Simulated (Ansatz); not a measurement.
**InH (model cell, started as CsCl type): following an unstable mode**

Wanted: the energy along a soft mode of InH (model cell, started as CsCl type) and the structure at the end.

Program: Ansatz 0.2.0. Level of theory: DFT PBE, scalar-relativistic, plane waves, PAW. Results are calculated unless marked as measured.

The structure was built from a prototype and need not be the compound's stable phase.

## 1. Starting point

It takes space group Pm-3m (No. 221, cubic). The conventional cell has a = 3.175 Å, b = 3.175 Å, c = 3.175 Å, α = 90.00°, β = 90.00°, γ = 90.00°. In has 8 H at 2.75 Å nearest. Nearest to H lie 8 In at 2.75 Å. Farther neighbours are not listed.

## 2. Response at finite wavevector

The cell comes from relaxations at this level that are not shown. Stability and thermal properties need the whole zone. Linear response on a 4×4×4 q mesh gives force constants as far as a supercell of that size would.

input.yaml reads:

```yaml
crystal:
  lattice:
    - [3.1749981601, 0.0, 0.0]
    - [0.0, 3.1749981601, 0.0]
    - [0.0, 0.0, 3.1749981601]
  atoms:
    - { symbol: In, position: [0.0, 0.0, 0.0] }
    - { symbol: H, position: [0.5, 0.5, 0.5] }
kpoints:
  mp_grid: { grid: [12, 12, 12] }
hamiltonian:
  xc: pbe
scf:
  occupations: { method: methfessel_paxton, width: 0.15 }
output:
  eigenvalues: true
phonons:
  method: dfpt
  qmesh: [4, 4, 4]
  temperatures: { t_max: 1000, t_step: 50 }
  qpath:
    path:
      - [[0.0, 0.0, 0.0], [0.0, 0.5, 0.0], [0.5, 0.5, 0.0], [0.0, 0.0, 0.0], [0.5, 0.5, 0.5], [0.0, 0.5, 0.0]]
      - [[0.5, 0.5, 0.5], [0.5, 0.5, 0.0]]
    npoints: 10
```

Launch:

```bash
ansatz run input.yaml --threads 4 --pin off --max-ram 7168MiB --backend cpu --events-out ev --progress --plain --runs-dir out
```

Numbers of over 12 decimals in the logs are rounded to 6 here.

The log of the run:

```text
Engine: ansatz 0.2.0, aarch64-unknown-linux-gnu
Pseudopotentials: kind: paw
Pseudopotential: In, paw, valence charge 13, recommended cutoff 420 eV (normal), In.paw.azcp
Pseudopotential: H, paw, valence charge 1, recommended cutoff 420 eV (normal), H.paw.azcp
Functional definition: PBE
  parameter kappa = 0.804
  parameter beta = 0.066725
  exchange = pbe_x(kappa = kappa, mu = beta*pi^2/3)
  correlation = pbe_c(beta = beta)
Crystal: 2 atoms, lattice volume = 32.006 Å³
Basis set: ecut = 420 eV, 619 PW (Γ), exchange–correlation on 48×48×48 points (8 copies of the dense FFT grid, shifted against one another)
Bands: 11, of which v1, the nominal top of the filled ones, is band 7 counted from 1 (6 counted from 0)
Symmetry: 48 space group operations
k-points: 84 of 1728
Non-local potential: In, projectors of the file, l = 0: 2, l = 1: 2, l = 2: 2, l = 3: 2
Non-local potential: H, projectors of the file, l = 0: 2, l = 1: 1
PAW form: soft (Blöchl's): semilocal exchange-correlation on the pseudo side does not see the compensation charge
PAW one-centre angular grid: In, 590 points (default); XC on 64 Gauss nodes
PAW one-centre angular grid: H, 110 points (default); XC on 64 Gauss nodes
Initial density: superposition of atomic densities (neutral atoms: chi_scale 0, normalization atom), corrected by the library's trained network
Initial wavefunctions: pseudopotential atomic-orbital guess
Functional: x = pbe(κ = 0.804, μ = 0.219515), c = pbe(β = 0.066725)
SCF iter   1: F=—  HF=-5612.605714 eV  |F-HF|=—  |Δ(HF+E_count)|=         —  Δρ=1.94e-3  dr2=1.71e-3  ethr=1.77e-3  ⟨swp⟩=5.0  Hψ=5249  notcnv=0
preconditioner: auto → none  [insulator: Δε(μ)=0.147 eV  Ē_g=17.421 eV  σ=0.150 eV  W_gap=0.65  n_scr=6 (ndim 8)  ℏωp=24.6 eV  f_vac=0.000  D(μ)=0.25/eV (n_scr^D=0)  ε∞_Penn≈3.0]
SCF iter   2: F=—  HF=-5612.604680 eV  |F-HF|=—  |Δ(HF+E_count)|=   1.03e-3  S|Δr|=    0.00e0  Δρ=3.83e-4  dr2=1.75e-5  ethr=1.22e-5  ⟨swp⟩=1.3  Hψ=1664  notcnv=0
SCF iter   3: F=—  HF=-5612.604723 eV  |F-HF|=—  |Δ(HF+E_count)|=   4.24e-5  S|Δr|=    0.00e0  Δρ=1.98e-4  dr2=4.62e-6  ethr=1.25e-7  ⟨swp⟩=2.4  Hψ=1274  notcnv=0
SCF iter   4: F=—  HF=-5612.604739 eV  |F-HF|=—  |Δ(HF+E_count)|=   1.58e-5  S|Δr|=    0.00e0  Δρ=3.19e-5  dr2=1.59e-7  ethr=3.30e-8  ⟨swp⟩=2.0  Hψ=1089  notcnv=0
SCF iter   5: F=—  HF=-5612.604739 eV  |F-HF|=—  |Δ(HF+E_count)|=   5.84e-7  S|Δr|=    0.00e0  Δρ=4.76e-6  dr2=4.50e-9  ethr=1.13e-9  ⟨swp⟩=2.0  Hψ=1492  notcnv=0
SCF iter   6: F=—  HF=-5612.604739 eV  |F-HF|=—  |Δ(HF+E_count)|=   7.44e-9  S|Δr|=    0.00e0  Δρ=6.66e-7  dr2=1.16e-10  ethr=3.21e-11  ⟨swp⟩=2.1  Hψ=1159  notcnv=0
SCF iter   7: F=-5612.604739 eV  HF=-5612.604739 eV  |F-HF|=1.82e-12  |Δ(HF+E_count)|=  4.18e-11  S|Δr|=    0.00e0  Δρ=1.31e-7  dr2=1.77e-12  ethr=1.00e-12  ⟨swp⟩=6.1  Hψ=3959  notcnv=0
SCF 1 converged in 7 iterations: F = -5612.604739 eV  dr2 = 1.77e-12
  greatest PAW one-centre occupation: 0.983 electrons in one spin orbital (limit 2), on the In atom at site 0 (counted from 0), in its partial waves of l = 2
Initial density: read from a saved state, or passed on in memory by an earlier SCF of this step, an earlier step, the calling program or the single point that the run made first
iter 1 solved again at ethr=6.75e-8 eV; its pass at ethr=3.10e-3 eV (dr2=9.45e-6 eV) is discarded
SCF iter   1: F=—  HF=-5612.604739 eV  |F-HF|=—  |Δ(HF+E_count)|=         —  Δρ=6.69e-7  dr2=6.84e-11  ethr=6.75e-8  ⟨swp⟩=3.3  Hψ=7803  notcnv=0
eigensolver tolerance schedule: the retry pair's looser diagonalisation over-reported the residual by 138234.33 of it (diagonalisation noise at an unbounded share of the residual, at the tolerance the schedule requests for it); recorded, not acted on — ethr = c·dr2/N_el stays at c = 1.0e-1
preconditioner: auto → none  [insulator: Δε(μ)=0.134 eV  Ē_g=17.445 eV  σ=0.150 eV  W_gap=0.62  n_scr=6 (ndim 8)  ℏωp=24.6 eV  f_vac=0.000  D(μ)=0.26/eV (n_scr^D=0)  ε∞_Penn≈3.0]
SCF iter   2: F=—  HF=-5612.604739 eV  |F-HF|=—  |Δ(HF+E_count)|=   3.59e-7  S|Δr|=    0.00e0  Δρ=5.10e-7  dr2=5.45e-11  ethr=1.00e-12  ⟨swp⟩=2.8  Hψ=1913  notcnv=0
SCF iter   3: F=—  HF=-5612.604739 eV  |F-HF|=—  |Δ(HF+E_count)|=  2.73e-11  S|Δr|=    0.00e0  Δρ=2.41e-7  dr2=1.17e-11  ethr=1.00e-12  ⟨swp⟩=1.0  Hψ=936  notcnv=0
SCF iter   4: F=-5612.604739 eV  HF=-5612.604739 eV  |F-HF|=1.82e-12  |Δ(HF+E_count)|=  4.55e-12  S|Δr|=    0.00e0  Δρ=7.10e-8  dr2=9.17e-13  ethr=1.00e-12  ⟨swp⟩=2.8  Hψ=2787  notcnv=0
SCF 2 converged in 4 iterations: F = -5612.604739 eV  dr2 = 9.17e-13
phonons: the bands overlap, so this run is a metal and interpolates without the dipole-dipole term. If the crystal is really an insulator or semiconductor, its LO-TO splitting is missing
NSCF: frozen V_eff on 84 k-points
NSCF: frozen V_eff on 196 k-points
DFPT response loops at q = (0, 0, 0) (fractional): preconditioner auto → Kerker (q_TF=auto, 2.377 Å⁻¹) (partly filled bands, converged f_vac=0.000); β = 1.00, the filter's whole step (`scf.mixing.beta` (0.50) is not read by the response loops under this deck's `scf.mixing.preconditioner`; to damp them name `kerker` or `kerker_dos`, under which they read `scf.mixing.beta`, and type it under 1.00, their step now; both keys bind the ground state too); Broyden in place of MSR1
NSCF: frozen V_eff on 1176 k-points
DFPT response loops at q = (0, 0, 0.25) (fractional): mixed as the last ones told, above
NSCF: frozen V_eff on 686 k-points
DFPT response loops at q = (0, 0, -0.5) (fractional): mixed as the last ones told, above
NSCF: frozen V_eff on 2016 k-points
DFPT response loops at q = (0, 0.25, 0.25) (fractional): mixed as the last ones told, above
NSCF: frozen V_eff on 1176 k-points
DFPT response loops at q = (0, 0.25, -0.5) (fractional): mixed as the last ones told, above
NSCF: frozen V_eff on 686 k-points
DFPT response loops at q = (0, -0.5, -0.5) (fractional): mixed as the last ones told, above
NSCF: frozen V_eff on 1872 k-points
DFPT response loops at q = (0.25, 0.25, 0.25) (fractional): mixed as the last ones told, above
NSCF: frozen V_eff on 2016 k-points
DFPT response loops at q = (0.25, 0.25, -0.5) (fractional): mixed as the last ones told, above
NSCF: frozen V_eff on 1176 k-points
DFPT response loops at q = (0.25, -0.5, -0.5) (fractional): mixed as the last ones told, above
NSCF: frozen V_eff on 392 k-points
DFPT response loops at q = (-0.5, -0.5, -0.5) (fractional): mixed as the last ones told, above
SCF converged after 7 iterations
Stability not checked: this state was not tested for a lower state beside it, because cold or Methfessel-Paxton smearing, or corrected tetrahedra, fill the levels in a way that the test cannot read (fill_not_monotonic; see scf.lower_state_search)
Free energy (F): -5612.604739 eV
Harris-Foulkes:  -5612.604739 eV  (|F-HF|=1.82e-12)
Internal energy: -5612.605371 eV  (E = F + TS)
E sigma→0 (E₀):  -5612.604897 eV
Entropy (-TS):   0.000632 eV (0.316 meV/atom)
Fermi energy:    8.221120 eV
Step filling:    the computed levels leave a gap of 0.0000 eV = 0.0 smearing widths at the electron count; against every level under it full and every level over it empty, smearing changes F+E_penalty+E_count by +0.152 meV and its σ→0 estimate by -6.26e-3 meV
--- Per-component energies (eV) ---
  E_band       = -46.360029
  E_kinetic    = 252.325803
  E_local      = -1173.053505  (includes V_loc(G=0)·N_el)
  E_nonlocal   = 367.431638
  E_hartree    = 457.742422
  E_xc         = -224.376772
  E_vxc        = -110.695945  (∫ρ·V_xc dr)
  E_paw        = -4151.607060  (= ΣΔE_a)
  E_vpaw       = -297.851884  (= ΣTr[D̂ρ^β])
  E_aug_tail   = -0.000990  (compensation charges beyond the density's cutoff)
  E_ewald      = -1141.066908
  E_smearing   = 0.000632  (= −TS)
  E_closure    = 0.000000  (closes the sum)
  Σ components = -5612.604739   (vs F -5612.604739, Δ=0.00e0)
--- Band table (eV; the first three rows and the last of 84) ---
  k-point 0: bands = [... 3 lower, -6.1939, -6.1939, -1.3108, 10.4287, 14.2470, 14.2470, 14.2470, 17.6213]
  k-point 1: bands = [... 3 lower, -6.2039, -6.1931, -1.2021, 10.0331, 13.7002, 14.3708, 14.3708, 17.6932]
  k-point 2: bands = [... 3 lower, -6.2309, -6.1908, -0.8743, 8.8746, 13.1618, 14.7348, 14.7348, 17.9098]
  k-point 83: bands = [... 3 lower, -6.0398, -6.0398, 6.9288, 9.7153, 9.8973, 9.8973, 9.8973, 13.9950]
--- Phonons (Γ-DFPT): 2 representative perturbations + reference (Σ response iterations 6) ---
  ASR residual: 8.196e-5 → 0.000e0 eV/Å²; symmetrization residual: 3.856e-7 eV/Å²
  ASR residual per site (eV/Å²): 8.20e-5 1.75e-5
  Γ frequencies (cm⁻¹): -528.58 -528.58 -528.58 0.00 0.00 0.00
--- Phonons (arbitrary-q DFPT): 10 irreducible q on the 4×4×4 mesh ---
  q = [0.0000, 0.0000, 0.0000] (star 1, of the zone-centre solve; hermiticity 7.51e-7, symmetrization 5.92e-12): -528.58 -528.58 -528.58 -0.00 0.00 0.00
  q = [0.0000, 0.0000, 0.2500] (star 6, 4 solved perturbations in 1848 linear systems a pass and spin channel, the states on 588 of 1728 k-point pairs; hermiticity 2.55e-7, symmetrization 3.60e-12): -317.43 -317.43 -82.00 -29.46 -29.46 89.21
  q = [0.0000, 0.0000, -0.5000] (star 3, 4 solved perturbations in 1078 linear systems a pass and spin channel, the states on 343 of 1728 k-point pairs; hermiticity 1.33e-14, symmetrization 3.62e-13): -147.07 -147.07 -61.04 -61.04 114.70 124.11
  q = [0.0000, 0.2500, 0.2500] (star 12, 4 solved perturbations in 3108 linear systems a pass and spin channel, the states on 1008 of 1728 k-point pairs; hermiticity 2.64e-7, symmetrization 1.87e-12): -402.87 -126.14 36.68 38.59 73.51 103.73
  q = [0.0000, 0.2500, -0.5000] (star 12, 6 solved perturbations on 588 of 1728 k-point pairs; hermiticity 1.79e-7, symmetrization 2.37e-14): -383.66 -208.09 -64.24 70.48 115.22 148.05
  q = [0.0000, -0.5000, -0.5000] (star 3, 4 solved perturbations in 1078 linear systems a pass and spin channel, the states on 343 of 1728 k-point pairs; hermiticity 1.20e-7, symmetrization 2.08e-13): -396.67 -396.67 -67.66 107.74 107.74 276.13
  q = [0.2500, 0.2500, 0.2500] (star 8, 2 solved perturbations on 936 of 1728 k-point pairs; hermiticity 3.20e-7, symmetrization 6.00e-13): -274.54 -274.54 71.37 71.95 71.95 233.09
  q = [0.2500, 0.2500, -0.5000] (star 12, 4 solved perturbations in 3108 linear systems a pass and spin channel, the states on 1008 of 1728 k-point pairs; hermiticity 3.64e-8, symmetrization 2.56e-12): -315.05 -261.66 -179.17 40.63 68.35 109.19
  q = [0.2500, -0.5000, -0.5000] (star 6, 4 solved perturbations in 1848 linear systems a pass and spin channel, the states on 588 of 1728 k-point pairs; hermiticity 3.60e-8, symmetrization 5.09e-14): -360.94 -360.94 -170.93 26.40 101.81 101.81
  q = [-0.5000, -0.5000, -0.5000] (star 1, 2 solved perturbations on 196 of 1728 k-point pairs; hermiticity 2.38e-14, symmetrization 2.89e-12): -209.05 -209.05 -209.05 89.82 89.82 89.82
  sum rule: each row above includes the acoustic sum rule's correction from the zone centre's row sums; it moved no ω² by more than (2.17 cm⁻¹)²
  mesh force constants: q→R imaginary residual 1.38e-18; ASR residual 8.196e-5 → 0.000e0 eV/Å²; symmetrization residual 1.110e-15 eV/Å²
  interpolated dispersion: 62 rows × 6 modes
  density of states and harmonic sums: on the 20×20×20 q-mesh, interpolated from the force constants of a 4×4×4 supercell (no non-analytic term)
  largest difference from the sums on the solved wave vectors: F 2.24e-2 eV, S 3.12e-5 and C_V 1.16e-5 eV/K
  zero-point energy: 0.016961 eV/cell   skipped modes (ω ≤ 0): 903, of them read as no rigid motion or as one in doubt: 900 (3.071e0 modes/cell left out, lowest -528.58 cm⁻¹)   left out of the sums: 5.12e-1 of the cell's modes: C_V's classical limit lies that fraction below 3 k_B per atom; for a crystal, a wire or a layer, F and S can be off by more, and a phonons.interpolated_qmesh denser along its periods is the remedy for the sampling
```

It took 2.2 min on 4 threads of Arm Neoverse V1, shared host; peak memory 1.1 GiB; 8.5 min of CPU time.

Reading the cycles: dr2 is the Hartree energy of the density residual (eV), the measure of convergence; HF is the Harris–Foulkes estimate of the energy, which meets the free energy F at convergence.

This step gave:

```yaml
volume_per_atom: 16.00 Å³
gap_on_the_k_mesh: 0 eV
sum_rule_residual_before_enforcement: 8.20e-5 eV/Å²
lowest_frequency_on_the_path: -528.6 cm⁻¹
point_group: m-3m
highest_frequency_on_the_path_or_at_a_solved_wavevector: 276.1 cm⁻¹
highest_optical_mode_at_the_zone_centre_no_lo_to_term: -528.6 cm⁻¹
lowest_optical_zone_centre_mode: -528.6 cm⁻¹
lowest_mode_on_the_q_mesh_acoustic_modes_at_gamma_apart: -528.6 cm⁻¹
```

Frequencies (cm⁻¹) solved at each irreducible wavevector; negative means imaginary. Frequencies by wavevector, by row:

```
q in reciprocal lattice units  star  mode 1  mode 2  mode 3  mode 4  mode 5  mode 6
                        0 0 0     1  -528.6  -528.6  -528.6       0       0       0
                     0 0 0.25     6  -317.4  -317.4     -82   -29.5   -29.5    89.2
                     0 0 -0.5     3  -147.1  -147.1     -61     -61   114.7   124.1
                  0 0.25 0.25    12  -402.9  -126.1    36.7    38.6    73.5   103.7
                  0 0.25 -0.5    12  -383.7  -208.1   -64.2    70.5   115.2   148.1
                  0 -0.5 -0.5     3  -396.7  -396.7   -67.7   107.7   107.7   276.1
               0.25 0.25 0.25     8  -274.5  -274.5    71.4      72      72   233.1
               0.25 0.25 -0.5    12  -315.1  -261.7  -179.2    40.6    68.3   109.2
               0.25 -0.5 -0.5     6  -360.9  -360.9  -170.9    26.4   101.8   101.8
               -0.5 -0.5 -0.5     1  -209.1  -209.1  -209.1    89.8    89.8    89.8
```

Interpolated from a 4×4×4 q mesh. Phonon branches along the path, in cm⁻¹:

| point | branch 1 | branch 2 | branch 3 | branch 4 | branch 5 | branch 6 |
| --- | --- | --- | --- | --- | --- | --- |
| Γ | -529 | -529 | -529 | 0 | 0 | 0 |
| halfway | -317 | -317 | -82 | -30 | -30 | 89 |
| X | -147 | -147 | -61 | -61 | 115 | 124 |
| halfway | -384 | -208 | -64 | 70 | 115 | 148 |
| M | -397 | -397 | -68 | 108 | 108 | 276 |
| halfway | -403 | -126 | 37 | 39 | 74 | 104 |
| Γ | -529 | -529 | -529 | 0 | 0 | 0 |
| halfway | -274 | -274 | 71 | 72 | 72 | 233 |
| R | -209 | -209 | -209 | 90 | 90 | 90 |
| halfway | -315 | -262 | -179 | 41 | 68 | 109 |
| X | -147 | -147 | -61 | -61 | 115 | 124 |
| jump to R | -209 | -209 | -209 | 90 | 90 | 90 |
| halfway | -361 | -361 | -171 | 26 | 102 | 102 |
| M | -397 | -397 | -68 | 108 | 108 | 276 |

The phonon branches as a text plot (rows in cm⁻¹):

```
    259 |             ***                                       *
    226 |            *   *             **                      *
    192 |     *     *     *
    159 |    * *                                              *
    125 |      ********    **            **         ******
     92 |   ***    ***********           ***********      *******
     58 |  *     * *         ***     ******       ****     **
     25 |**       *          *  ** ****             * ***    *
     -9 |***                  *****                  *
    -42 |   ****              *                       ***     *
    -76 |   *   *************                         ** *     **
   -109 |                    *                       *  *
   -143 |      ****        **                          ***
   -177 |          *                       *        * *      *
   -210 |     *                               ***    *    ***
   -244 |    *            *   **            **  ****   *
   -277 |         * *                   *****    ****
   -311 |   *        *              *  *          *****    *
   -344 |          *  *  *     *     **                     **
   -378 |  *            *     * *                             *
   -411 |           ********** *    *                          **
   -445 | **                    *
   -478 | *                      * *
   -512 |*                       ***
         Γ      X      M          Γ            R        X|R     M
```

Symmetry leaves 10 wavevectors to solve. The lowest mode among them, the acoustic zeros apart, lies at Γ and is imaginary, 528.6i cm⁻¹, so the energy falls along it.

## 3. The mode frozen in, largest atomic shift 0 Å

The mode followed lies at Γ with frequency 528.6i cm⁻¹ and is 3-fold degenerate, the softest among the wavevectors solved. At small amplitude the distorted cell has space group no. 160 by a symmetry search on the positions. The undistorted cell that holds it gives the zero of energy on the same k mesh.

input.yaml, the sections that differ from step 2:

```yaml
output:
  forces: true
  stress: true
  eigenvalues: true
# crystal, kpoints, hamiltonian, scf: as in step 2
# phonons: removed
```

The log of the run:

```text
[...]
Crystal: 2 atoms, lattice volume = 32.006 Å³
Basis set: ecut = 420 eV, 619 PW (Γ), exchange–correlation on 48×48×48 points (8 copies of the dense FFT grid, shifted against one another)
Bands: 11, of which v1, the nominal top of the filled ones, is band 7 counted from 1 (6 counted from 0)
Symmetry: 48 space group operations
[...]
k-points: 84 of 1728
[...]
--- Band table (eV; the first three rows and the last of 84) ---
  k-point 0: bands = [... 3 lower, -6.1939, -6.1939, -1.3107, 10.4287, 14.2470, 14.2470, 14.2470, 17.6214]
  k-point 1: bands = [... 3 lower, -6.2039, -6.1931, -1.2021, 10.0331, 13.7003, 14.3708, 14.3708, 17.6932]
  k-point 2: bands = [... 3 lower, -6.2309, -6.1908, -0.8743, 8.8746, 13.1618, 14.7348, 14.7348, 17.9098]
  k-point 83: bands = [... 3 lower, -6.0398, -6.0398, 6.9288, 9.7153, 9.8973, 9.8973, 9.8973, 13.9950]
[key lines of the parts left out:]
SCF converged after 5 iterations
Free energy (F): -5612.604739 eV
Fermi energy:    8.221140 eV
P = ⅓ Tr σ = -0.0053 GPa (-0.053 kbar)
```

Wall time 0.58 s (4 threads); peak memory 0.3 GiB; 1.8 s of CPU time.

This step gave:

- pressure: -0.005335 GPa
- energy from the undistorted cell: 0 meV/atom

The run ends at a pressure of -0.01 GPa.

## 4. The mode frozen in, largest atomic shift 0.6 Å

The atoms are moved along the unstable eigenvector, the largest shift by 0.6 Å, with the cell fixed.

input.yaml, the sections that differ from step 3:

```yaml
crystal:
  lattice:
    - [3.1749981601, 0.0, 0.0]
    - [0.0, 3.1749981601, 0.0]
    - [0.0, 0.0, 3.1749981601]
  atoms:
    - { symbol: In, position: [0.0009578504, -0.0009578504, -0.0009578504] }
    - { symbol: H, position: [0.3908943741, 0.6091056259, 0.6091056259] }
# kpoints, hamiltonian, scf, output: as in step 3
```

The log of the run:

```text
[...]
Crystal: 2 atoms, lattice volume = 32.006 Å³
Basis set: ecut = 420 eV, 619 PW (Γ), exchange–correlation on 48×48×48 points (8 copies of the dense FFT grid, shifted against one another)
Bands: 11, of which v1, the nominal top of the filled ones, is band 7 counted from 1 (6 counted from 0)
Symmetry: 6 space group operations
[...]
k-points: 189 of 1728 (time reversal used)
[...]
--- Band table (eV; the first three rows and the last of 189) ---
  k-point 0: bands = [... 3 lower, -6.1372, -6.1196, -1.4619, 9.9757, 14.3792, 14.3792, 15.2814, 17.4412]
  k-point 1: bands = [... 3 lower, -6.1422, -6.1245, -1.3552, 9.6909, 13.6075, 14.5004, 15.4486, 17.5122]
  k-point 2: bands = [... 3 lower, -6.1674, -6.1262, -1.0336, 8.7256, 12.9212, 14.8558, 15.7017, 17.7257]
  k-point 188: bands = [... 3 lower, -5.9644, -5.9644, 6.3816, 9.7131, 9.8417, 9.8417, 10.0636, 14.1028]
[key lines of the parts left out:]
SCF converged after 6 iterations
Free energy (F): -5612.735817 eV
Fermi energy:    8.295067 eV
P = ⅓ Tr σ = 1.4218 GPa (14.218 kbar)
```

The job ended after 1.7 s (4 threads; peak memory 0.37 GiB).

This step gave:

* pressure: 1.422 GPa
* energy from the undistorted cell: -65.46 meV/atom

The energy, extrapolated to zero smearing, is -65.46 meV/atom against the undistorted cell.

The run ends at a pressure of 1.42 GPa, with forces up to 0.29 eV/Å.

[end of part 1 of 2]

[Logs are printed without paths, hosts, clocks, repeated set-up lines and the standing remarks that a program may print on its own settings, such as how far it seeks lower states.]

[Hosts, paths, dates, database ids (printed as entryN), source tags and the programs' standing remarks are cut or masked in the printed files.]
